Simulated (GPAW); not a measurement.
# SnO2 (Cassiterite): G0W0 on several meshes in GPAW

Aim: the GW shift of SnO2 (Cassiterite) against the k mesh.

Main program and level: GPAW 26.7.0; PBE and many-body steps on it, plane waves.

This is a report of a sequence of runs, with most program output left out.

### 1. The starting structure

Symmetry: P4_2/mnm, No. 136, tetragonal system. Conventional cell: a = 4.738 Å, b = 4.738 Å, c = 3.187 Å, α = 90.00°, β = 90.00°, γ = 90.00°. Nearest to Sn lie 6 O at 2.05 to 2.06 Å. O has 3 Sn at 2.05 to 2.06 Å nearest. Farther neighbours and most contacts between anions are not listed.

As a file:

```xyz
6
Lattice="4.7380 0.0000 0.0000 0.0000 4.7380 0.0000 0.0000 0.0000 3.1865" Properties=species:S:1:pos:R:3 pbc="T T T"
Sn    0.0000    0.0000    0.0000
Sn    2.3690    2.3690    1.5933
O     1.4550    1.4550    0.0000
O     0.9140    3.8240    1.5933
O     3.2830    3.2830    0.0000
O     3.8240    0.9140    1.5933
```

The cell and positions come from the Crystallography Open Database and are kept as given unless a step says otherwise.

### 2. Empty states on the mesh, 4×4×6 mesh, 469 bands

This step: GPAW 26.7.0; DFT, PBE, plane waves, PAW.

The sums over transitions need many empty states on a uniform mesh; this step solves for them.

Input file run.py:

```python
import json
import numpy as np
from gpaw.mpi import world
from gpaw import GPAW

calc = GPAW('gs.gpw').fixed_density(kpts={'size': (4, 4, 6), 'gamma': True},
    parallel={'domain': 1, 'band': 1},
    txt='nscf.txt')
calc.diagonalize_full_hamiltonian(nbands=469)
calc.write('full.gpw', mode='all')
res = {}
kpts = calc.get_ibz_k_points()
res['kpts'] = kpts
res['eigenvalues'] = [calc.get_eigenvalues(kpt=k) for k in range(len(kpts))]
res['n_electrons'] = calc.get_number_of_electrons()

if world.rank == 0:
    with open('result.json', 'w') as f:
        json.dump(res, f, default=lambda x: x.tolist())
```

On the command line:

```
$ mpirun -n 8 gpaw python run.py
```

Elapsed: 60 s, on 8 MPI ranks of Arm Neoverse V2, shared host; peak memory 5.3 GiB; 8 min of CPU time.

This step gave:

```yaml
gap: 1.311 eV
k_of_the_valence_top: 0, 0, 0
k_of_the_conduction_bottom: 0, 0, 0
least_direct_gap: 1.311 eV
k_points_computed: 28
lowest_point_of_the_top_converged_band_above_the_valence_top: 181.6619 eV
```

On this mesh the gap is 1.311 eV.

### 3. 4×4×6

Now the one-shot GW correction: screening in the RPA, then the self-energy of the levels asked for.

This step: G0W0 on PBE, plane waves, PAW.

Input file run.py:

```python
import json
import numpy as np
from gpaw.mpi import world
from gpaw.response.g0w0 import G0W0

gw = G0W0('full.gpw',
    filename='gw',
    kpts=[0],
    bands=(24, 28),
    ecut=120,
    nbands=213,
    integrate_gamma='WS',
    ppa=True)
gw.calculate()
res = {mode: {k: v for k, v in r.items() if k != 'sigma_eskwn'}
       for mode, r in gw.all_results.items()}

if world.rank == 0:
    with open('result.json', 'w') as f:
        json.dump(res, f, default=lambda x: x.tolist())
```

On the command line:

```
$ mpirun -n 8 gpaw python run.py
```

Wall time 4.3 min (8 MPI ranks); peak memory 3.4 GiB.

Numbers from this step:

| Property | Result |
| --- | --- |
| G0W0 gap on the points computed | 3.076 eV |
| least direct G0W0 gap on the computed points | 3.076 eV |
| Z at the valence top | 0.7783 |
| Z at the conduction bottom | 0.8392 |
| starting gap on the mesh | 1.311 eV |
| k of the valence top | 0, 0, 0 |
| k of the conduction bottom | 0, 0, 0 |

The gap on the mesh goes from 1.31 eV to 3.08 eV, a correction of +1.76 eV.

### 4. Empty states on the mesh, 2×2×4 mesh, 223 bands

This step: DFT, PBE, plane waves, PAW.

Input file run.py:

```python
import json
import numpy as np
from gpaw.mpi import world
from gpaw import GPAW

calc = GPAW('gs.gpw').fixed_density(kpts={'size': (2, 2, 4), 'gamma': True},
    parallel={'domain': 1, 'band': 1},
    txt='nscf.txt')
calc.diagonalize_full_hamiltonian(nbands=223)
calc.write('full.gpw', mode='all')
res = {}
kpts = calc.get_ibz_k_points()
res['kpts'] = kpts
res['eigenvalues'] = [calc.get_eigenvalues(kpt=k) for k in range(len(kpts))]
res['n_electrons'] = calc.get_number_of_electrons()

if world.rank == 0:
    with open('result.json', 'w') as f:
        json.dump(res, f, default=lambda x: x.tolist())
```

On the command line:

```
$ mpirun -n 8 gpaw python run.py
```

It took 27 s on 8 MPI ranks; peak memory 4.2 GiB; 3.6 min of CPU time.

This step gave:

| Property | Result |
| --- | --- |
| gap | 1.311 eV |
| k of the valence top | 0, 0, 0 |
| k of the conduction bottom | 0, 0, 0 |
| least direct gap | 1.311 eV |
| k points computed | 9 |
| lowest point of the top converged band, above the valence top | 104.6542 eV |

On this mesh the gap is 1.311 eV.

### 5. 2×2×4

This step: G0W0 on PBE, plane waves, PAW.

Input file run.py:

```python
import json
import numpy as np
from gpaw.mpi import world
from gpaw.response.g0w0 import G0W0

gw = G0W0('full.gpw',
    filename='gw',
    kpts=[0],
    bands=(24, 28),
    ecut=120,
    nbands=213,
    integrate_gamma='WS',
    ppa=True)
gw.calculate()
res = {mode: {k: v for k, v in r.items() if k != 'sigma_eskwn'}
       for mode, r in gw.all_results.items()}

if world.rank == 0:
    with open('result.json', 'w') as f:
        json.dump(res, f, default=lambda x: x.tolist())
```

On the command line:

```
$ mpirun -n 8 gpaw python run.py
```

Elapsed: 30 s, on 8 MPI ranks; peak memory 2.5 GiB; 3.9 min of CPU time.

This step gave:

- G0W0 gap on the points computed: 3.005 eV
- least direct G0W0 gap on the computed points: 3.005 eV
- Z at the valence top: 0.7756
- Z at the conduction bottom: 0.8328
- starting gap on the mesh: 1.311 eV
- k of the valence top: 0, 0, 0
- k of the conduction bottom: 0, 0, 0

Against G0W0 in GPAW (4×4×6 mesh, 213 bands, screening to 120 eV, Godby-Needs plasmon pole), the gap moves by −0.071 eV.

### 6. The runs together

Times are wall times on 8 MPI ranks of Arm Neoverse V2, shared host, good to a factor of about two.

```csv
run,mesh,bands,screening cutoff (eV),DFT gap (eV),gap on the mesh (eV),direct (eV),time
4×4×6,4×4×6,213,120,1.311,3.076,3.076,4.3 min
2×2×4,2×2×4,213,120,1.311,3.005,3.005,30 s
```

### 7. Outcome

```yaml
4x4x6: 3.076 eV
2x2x4: 3.005 eV
known_limits: not at the basis limit; no spin-orbit coupling; coarse k mesh
```

What this shows: 2×2×4: −0.071 eV against 4×4×6. Bands and cutoff are finite, so the gap is not at the basis limit. The miss can reach some tenths of an eV and take either sign; the mesh is an error of its own. These stock PAW sets were not made for GW. In the G0W0 runs levels were corrected at 1 k point alone, so a gap called «on the mesh» is the least over those, and an edge elsewhere would be missed. The many-body steps are scalar-relativistic: spin-orbit coupling is not in them.

[Paths, hosts, dates, memory and timing lines, banners, echoed tables and standing remarks are left out of the program output.]

[Logs are printed without paths, hosts, clocks, repeated set-up lines and the standing remarks that a program may print on its own settings, such as how far it seeks lower states.]

[Runs of the session that timed out or met a known fault of the program may be left out.]

[Hosts, paths, dates, database ids (printed as entryN), source tags and the programs' standing remarks are cut or masked in the printed files.]
